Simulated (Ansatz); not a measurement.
**Cl on Nb(110): change of the work function**

Wanted: Δφ(θ) for Cl/Nb(110), starting from the longbridge site.

Main program and level: Ansatz 0.2.0; plane-wave DFT, r2SCAN, Ansatz PAW.

This is a report of a sequence of runs, with most program output left out.

**1. Set-up**

The cell holds 4 atoms: 4 Nb. Cell: a = 2.858 Å, b = 2.858 Å, c = 25.000 Å, α = 90.0°, β = 90.0°, γ = 70.5°. Vacuum lies along c.

**2. The clean slab**

The bare slab comes first, as the zero from which every change is counted. The two lowest layers are held at bulk places and the upper ones relax. The dipole correction removes the false field that a one-sided slab makes across the periodic vacuum, so each face gets a flat vacuum level of its own.

Input file input.yaml:

```yaml
crystal:
  lattice:
    - [2.3334523779, -1.65, 0.0]
    - [2.3334523779, 1.65, 0.0]
    - [0.0, 0.0, 25.0003571337]
  atoms:
    - { symbol: Nb, position: [0.0, 0.0, 0.3599948573] }
    - { symbol: Nb, position: [0.5, 0.5, 0.4533316191] }
    - { symbol: Nb, position: [0.0, 0.0, 0.5466683809] }
    - { symbol: Nb, position: [0.5, 0.5, 0.6400051427] }
kpoints:
  mp_grid: { grid: [11, 11, 1] }
hamiltonian:
  xc: r2scan
scf:
  occupations: { method: fermi_dirac, width: 0.1 }
  convergence: { dr2_threshold: 1.0e-08 }
efield:
  axis: 3
  dipole_correction: true
  ramp_position: 0.97
  ramp_width: 0.06
relax:
  f_tol: 0.02
  max_steps: 60
  constraints: [{ sites: [0, 1] }]
output:
  write_potential: true
  write_density: true
  volumetric_format: npy
```

Launch:

```sh
$ ansatz run input.yaml --threads 4 --pin off --max-ram 12288MiB --backend cpu --events-out ev --progress --plain --runs-dir out
```

It took 57 s on 4 threads of Arm Neoverse V1, shared host; peak memory 0.91 GiB; 3.7 min of CPU time.

Relaxation path:

```
step  energy less that of the first step (eV)  largest force component (eV/Å)
   1                                   0.0000                          0.4059
   2                                   0.0065                          0.6088
   3                                  -0.0236                          0.0611
   4                                  -0.0236                          0.0404
   5                                  -0.0238                          0.0015
```

Relaxation step 2 was tried and not accepted.

Forces are held to the 4 operations that the run works with; a distortion that breaks them can't arise in this run.

The atoms that moved most (Å):

```
atom     dx     dy      dz  length
 Nb4  0.000  0.000  -0.095   0.095
 Nb3  0.000  0.000   0.015   0.015
```

The relaxed structure:

```xyz
4
Lattice="2.3335 -1.6500 0.0000 2.3335 1.6500 0.0000 0.0000 0.0000 25.0004" Properties=species:S:1:pos:R:3
Nb    0.0000    0.0000    9.0000
Nb    2.3335    0.0000   11.3335
Nb    0.0000    0.0000   13.6822
Nb    2.3335    0.0000   15.9055
```

This step gave:

```yaml
energy_at_zero_smearing: -18252.3832 eV
work_function_upper_face: 4.559 eV
work_function_lower_face: 4.621 eV
dipole_along_the_normal: 0.002626 e·Å
step_between_the_vacuum_levels: -0.06171 eV
```

Running mean over 2.333 Å of the planar mean; the ramp of the sawtooth is left out. The electron's electrostatic potential energy less the Fermi level by z:

z (Å), electron's electrostatic potential energy less the Fermi level (eV) and a bar from the least value:
```
      3.0        4.6 ##############################
      3.5        4.6 ##############################
      4.0        4.6 ##############################
      4.5        4.6 ##############################
      5.0        4.6 ##############################
      5.5        4.6 ##############################
      6.0        4.4 ##############################
      6.5        4.0 #############################
      7.0        2.9 ###########################
      7.5       -0.5 #####################
      8.0       -5.8 ###########
      8.5       -9.8 ####
      9.0      -11.0 ##
      9.5      -11.0 ##
     10.0      -10.9 ##
     10.5      -10.9 ##
     11.0      -10.9 ##
     11.5      -10.9 ##
     12.0      -10.8 ##
     12.5      -10.7 ##
     13.0      -10.8 ##
     13.5      -10.9 ##
     14.0      -11.2 #
     14.5      -11.9 
     15.0      -12.0 
     15.5      -11.5 #
     16.0      -11.0 ##
     16.5       -9.4 #####
     17.0       -4.9 #############
     17.5        0.3 ######################
     18.0        3.1 ###########################
     18.5        4.1 #############################
     19.0        4.4 ##############################
     19.5        4.5 ##############################
     20.0        4.5 ##############################
     20.5        4.6 ##############################
     21.0        4.6 ##############################
     21.5        4.6 ##############################
     22.0        4.6 ##############################
```

The relaxation took 5 steps and lowered the energy by 0.024 eV; the largest force on the free atoms ends at 0.0015 eV/Å.

The work function of the upper face is 4.56 eV.

**3. The covered slab, k-mesh 6×6×1, coverage 0.25 ML**

System of this step: Cl/Nb(110). The cell holds 17 atoms: 16 Nb and 1 Cl. Its edges and angles: a = 5.716 Å, b = 5.716 Å, c = 27.159 Å, α = 90.0°, β = 90.0°, γ = 70.5°. Vacuum lies along c.

The clean slab as it ended is repeated in the plane and the adsorbate is set on one face; the cell's size fixes the coverage, and the k-mesh shrinks with it to keep the sampling density about even. Adsorbate and upper layers relax, since the dipole depends on the height.

Input file input.yaml:

```yaml
crystal:
  lattice:
    - [4.6669047558, -3.3, 0.0]
    - [4.6669047558, 3.3, 0.0]
    - [0.0, 0.0, 27.1589795112]
  atoms:
    - { symbol: Nb, position: [0.0, 0.0, 0.3313821124] }
    - { symbol: Nb, position: [0.25, 0.25, 0.4173003766] }
    - { symbol: Nb, position: [0.0, 0.0, 0.503783282] }
    - { symbol: Nb, position: [0.25, 0.25, 0.58564278] }
    - { symbol: Nb, position: [0.0, 0.5, 0.3313821124] }
    - { symbol: Nb, position: [0.25, 0.75, 0.4173003766] }
    - { symbol: Nb, position: [0.0, 0.5, 0.503783282] }
    - { symbol: Nb, position: [0.25, 0.75, 0.58564278] }
    - { symbol: Nb, position: [0.5, 0.0, 0.3313821124] }
    - { symbol: Nb, position: [0.75, 0.25, 0.4173003766] }
    - { symbol: Nb, position: [0.5, 0.0, 0.503783282] }
    - { symbol: Nb, position: [0.75, 0.25, 0.58564278] }
    - { symbol: Nb, position: [0.5, 0.5, 0.3313821124] }
    - { symbol: Nb, position: [0.75, 0.75, 0.4173003766] }
    - { symbol: Nb, position: [0.5, 0.5, 0.503783282] }
    - { symbol: Nb, position: [0.75, 0.75, 0.58564278] }
    - { symbol: Cl, position: [0.0, 0.0, 0.6686178876] }
kpoints:
  mp_grid: { grid: [6, 6, 1] }
hamiltonian:
  xc: r2scan
scf:
  occupations: { method: fermi_dirac, width: 0.1 }
  convergence: { dr2_threshold: 1.0e-08 }
efield:
  axis: 3
  dipole_correction: true
  ramp_position: 0.97
  ramp_width: 0.06
relax:
  f_tol: 0.02
  max_steps: 60
  constraints: [{ sites: [0, 1, 4, 5, 8, 9, 12, 13] }]
output:
  bader: true
  dos: { projected: true, e_range: [-8, 4] }
  write_potential: true
  write_density: true
  volumetric_format: npy
  elf: true
```

Run time: 9.7 min. Hardware: 4 threads; peak memory 5 GiB; 38 min of CPU time.

This run has no spin polarisation although its electron count is odd.

Relaxation path:

```
step  energy less that of the first step (eV)  largest force component (eV/Å)
   1                                   0.0000                          1.7854
   2                                  -0.4710                          0.9340
   3                                  -0.5420                          0.3515
   4                                  -0.5544                          0.0811
   5                                  -0.5558                          0.0206
   6                                  -0.5559                          0.0023
```

Forces are held to the 4 operations that the run works with; a distortion that breaks them can't arise in this run.

The atoms that moved most (Å):

```
atom      dx      dy      dz  length
Cl17   0.000   0.000  -0.374   0.374
 Nb8   0.000  -0.102   0.057   0.117
Nb12   0.000   0.102   0.057   0.117
Nb15   0.000   0.000  -0.075   0.075
Nb16  -0.047   0.000   0.016   0.050
 Nb4   0.047   0.000   0.016   0.050
 Nb3   0.000   0.000   0.025   0.025
```

The relaxed structure:

```xyz
17
Lattice="4.6669 -3.3000 0.0000 4.6669 3.3000 0.0000 0.0000 0.0000 27.1590" Properties=species:S:1:pos:R:3
Nb    0.0000    0.0000    9.0000
Nb    2.3335    0.0000   11.3335
Nb    0.0000    0.0000   13.7067
Nb    2.3808    0.0000   15.9216
Nb    2.3335    1.6500    9.0000
Nb    4.6669    1.6500   11.3335
Nb    2.3335    1.6500   13.6858
Nb    4.6669    1.5485   15.9628
Nb    2.3335   -1.6500    9.0000
Nb    4.6669   -1.6500   11.3335
Nb    2.3335   -1.6500   13.6858
Nb    4.6669   -1.5485   15.9628
Nb    4.6669    0.0000    9.0000
Nb    7.0004    0.0000   11.3335
Nb    4.6669    0.0000   13.6076
Nb    6.9530    0.0000   15.9216
Cl    0.0000    0.0000   17.7853
```

Numbers from this step:

```yaml
energy_at_zero_smearing: -74096.6898 eV
work_function_upper_face: 4.316 eV
work_function_lower_face: 4.610 eV
dipole_along_the_normal: 0.05016 e·Å
step_between_the_vacuum_levels: -0.2947 eV
```

Running mean over 2.333 Å of the planar mean; the ramp of the sawtooth is left out. The electron's electrostatic potential energy less the Fermi level by z:

```
z (Å)  electron's electrostatic potential energy less the Fermi level (eV)
  3.5                                                                 4.61
  4.0                                                                 4.61
  4.5                                                                 4.60
  5.0                                                                 4.59
  5.5                                                                 4.55
  6.0                                                                 4.42
  6.5                                                                 4.02
  7.0                                                                 2.83
  7.5                                                               -0.511
  8.0                                                                -5.88
  8.5                                                                -9.87
  9.0                                                                -11.0
  9.5                                                                -11.0
 10.0                                                                -10.9
 10.5                                                                -10.9
 11.0                                                                -10.9
 11.5                                                                -10.9
 12.0                                                                -10.9
 12.5                                                                -10.8
 13.0                                                                -10.8
 13.5                                                                -10.9
 14.0                                                                -11.0
 14.5                                                                -11.4
 15.0                                                                -11.6
 15.5                                                                -11.4
 16.0                                                                -11.3
 16.5                                                                -10.5
 17.0                                                                -6.99
 17.5                                                                -2.11
 18.0                                                                0.862
 18.5                                                                 2.16
 19.0                                                                 3.22
 19.5                                                                 4.00
 20.0                                                                 4.26
 20.5                                                                 4.31
 21.0                                                                 4.31
 21.5                                                                 4.32
 22.0                                                                 4.32
 22.5                                                                 4.32
 23.0                                                                 4.32
 23.5                                                                 4.32
 24.0                                                                 4.32
```

The density of states has structure finer than the step of the table below, so its rows give means over 0.25 eV, whole bins alone (the curve runs from -8 to 1.71 eV). Peaks (eV: height): -6.050: 27.8, -5.860: 43.4, -1.590: 43.1, -1.440: 43.8, -1.380: 34.0, -1.200: 30.8, -0.480: 29.6.

Table of density of states by energy, zero at the Fermi level; means over each step:

```
energy (eV)  density of states (states/eV a cell)
      -6.75                                     0
      -6.50                                 0.421
      -6.25                                  6.58
      -6.00                                  10.6
      -5.75                                  7.41
      -5.50                                 0.972
      -5.25                                 0.986
      -5.00                                  1.07
      -4.75                                  1.20
      -4.50                                  2.41
      -4.25                                  2.57
      -4.00                                  3.24
      -3.75                                  4.78
      -3.50                                  16.0
      -3.25                                  15.6
      -3.00                                  17.4
      -2.75                                  23.0
      -2.50                                  22.2
      -2.25                                  15.2
      -2.00                                  13.1
      -1.75                                  14.9
      -1.50                                  33.8
      -1.25                                  25.1
      -1.00                                  21.3
      -0.75                                  22.5
      -0.50                                  26.2
      -0.25                                  23.4
       0.00                                  19.9
       0.25                                  17.4
       0.50                                  9.96
       0.75                                  11.1
       1.00                                  10.9
       1.25                                  12.8
       1.50                                  12.8
```

Projected DOS per atom over height of the atomic layer and energy from the Fermi level. Layers: Nb4 Nb4 Nb4 Nb4 Cl from below.

Values in states/eV, 22 rows by 5 columns, each cell a mean:
```
1.0 0.5 0.5 0.9 0.1
0.9 0.5 0.5 0.8 0.1
0.8 0.4 0.4 0.7 0.1
1.4 0.9 0.9 1.1 0.1
1.8 1.3 1.3 1.5 0.1
1.9 1.2 1.1 1.5 0.1
1.6 1.4 1.4 1.5 0.1
1.4 1.7 1.7 1.4 0.1
0.8 0.7 0.8 0.9 0.1
1.2 1.2 1.2 1.3 0.2
1.1 1.3 1.4 1.0 0.2
0.7 1.3 1.3 0.7 0.1
0.3 0.3 0.3 0.2 0.0
0.2 0.2 0.2 0.1 0.1
0.1 0.1 0.1 0.0 0.0
0.0 0.1 0.1 0.0 0.1
0.0 0.1 0.0 0.0 0.1
0.0 0.0 0.0 0.5 9.7
0.0 0.0 0.0 0.1 1.1
0.0 0.0 0.0 0.0 0.0
0.0 0.0 0.0 0.0 0.0
0.0 0.0 0.0 0.0 0.0
```
Columns: height of the atomic layer (Å) from 9 to 17.8 (not evenly spaced); rows upwards: energy from the Fermi level (eV) from -7.96 to 1.65.

ELF in the ca plane at fractional y = 0.000, with atoms of Nb and Cl within 0.2 Å of it. It is the smooth field of the valence electrons, not physical close to the nuclei.

Ten even steps from '0' (0.00) to '9' (0.89), each cell a mean:
```
57733543442586673354238867998520000000000000
87424433343267742343126999997410000000000000
33235432355323323443213688874200000000000000
33355322355432235543221244431000000000000000
33235432344223323443332111000000000000000000
77424433343267742343344320000000000000000000
56733543442575673344445542000000000000000000
35743544442673583344455542000000000000000000
78634533442477862343345431000000000000000000
65334433343245522443333210000000000000000000
33345422355422234543322122210000000000000000
33345322355422234543212467653100000000000000
65324432344235522443215899986310000000000000
88634533442378862353237988998520000000000000
35743544442573583354248844998520000000000000
```
Columns run along c (16.0 Å, from fractional 0.33 to 0.92 of the cell), rows up along a (5.7 Å). Atoms in or near the plane, at fractional coordinates: Nb at (0.33, 0.00), Nb at (0.50, 0.00), Nb at (0.33, 0.50), Nb at (0.50, 0.50), Cl at (0.65, 0.00).

Valence density in the ca plane at fractional y = 0.000, with atoms of Nb and Cl within 0.2 Å of it. It is the smooth field of the valence electrons, not physical close to the nuclei.

Ten steps, logarithmic in the rise over the least value, from '0' (0.0 e/Å³) to '9' (4.9 e/Å³), each cell a mean:
```
99854333334699985333335777753100000000000000
88643333333578864333334677642000000000000000
55433334333445543333333454421000000000000000
44333344333344433333332222110000000000000000
55433334333445543334332211000000000000000000
88643333333578864333332110000000000000000000
99864333334799985433332110000000000000000000
99964333334799985433332110000000000000000000
99754333334689975333332110000000000000000000
77543333333467654333332110000000000000000000
44433344333344443334332221100000000000000000
44433334333344443333333333210000000000000000
77543333333467654333334566531000000000000000
99754333334689975333335777752100000000000000
99964333334799996433346755763100000000000000
```
Columns run along c (16.0 Å, from fractional 0.33 to 0.92 of the cell), rows up along a (5.7 Å). Atoms in or near the plane, at fractional coordinates: Nb at (0.33, 0.00), Nb at (0.50, 0.00), Nb at (0.33, 0.50), Nb at (0.50, 0.50), Cl at (0.65, 0.00).

Electrostatic potential energy in the ca plane at fractional y = 0.000, with atoms of Nb and Cl within 0.2 Å of it. With pseudopotentials it is smooth inside the atoms' cores, unlike the true potential.

Ten even steps from '0' (-66 eV) to '9' (8 eV), each cell a mean:
```
00279999998610027999998422489999999999999999
33689999999753368999999755799999999999999999
77899999999987789999999999999999999999999999
89999999999998999999999999999999999999999999
77899999999987789999999999999999999999999999
23689999999743368999999999999999999999999999
00279999998510037999999999999999999999999999
00269999998500027999999999999999999999999999
01479999999620148999999999999999999999999999
56799999999875679999999999999999999999999999
88999999999998899999999999999999999999999999
88999999999998899999999999999999999999999999
56799999999875679999999877899999999999999999
01479999999730148999998633589999999999999999
00269999998500027999998311379999999999999999
```
Columns run along c (16.0 Å, from fractional 0.33 to 0.92 of the cell; values clipped at the 3rd and 97th percentile), rows up along a (5.7 Å). Atoms in or near the plane, at fractional coordinates: Nb at (0.33, 0.00), Nb at (0.50, 0.00), Nb at (0.33, 0.50), Nb at (0.50, 0.50), Cl at (0.65, 0.00).

The relaxation took 6 steps and lowered the energy by 0.56 eV; the largest force on the free atoms ends at 0.0023 eV/Å.

By hand: a sheet of dipoles makes a step −p/(ε₀A) in the electron's potential. With e/ε₀ = 180.95 V·Å, p = 0.05016 e·Å and A = 30.80 Å², that is −180.95 × (0.05016) / 30.80 = -0.295 eV, and the two vacuum levels of the run differ by -0.295 eV.

The covered face has 4.32 eV, -0.24 eV against the clean one; the bare back face has moved by -0.01 eV, a measure of how thin the slab is.

[end of part 1 of 3]

[Logs are printed without paths, hosts, clocks, repeated set-up lines and the standing remarks that a program may print on its own settings, such as how far it seeks lower states.]

[Hosts, paths, dates, database ids (printed as entryN), source tags and the programs' standing remarks are cut or masked in the printed files.]

[Maps of the electrostatic potential energy from Ansatz leave out the sawtooth potential of an applied field or a dipole correction, so their vacuum need not be flat; planar profiles and work functions include it.]
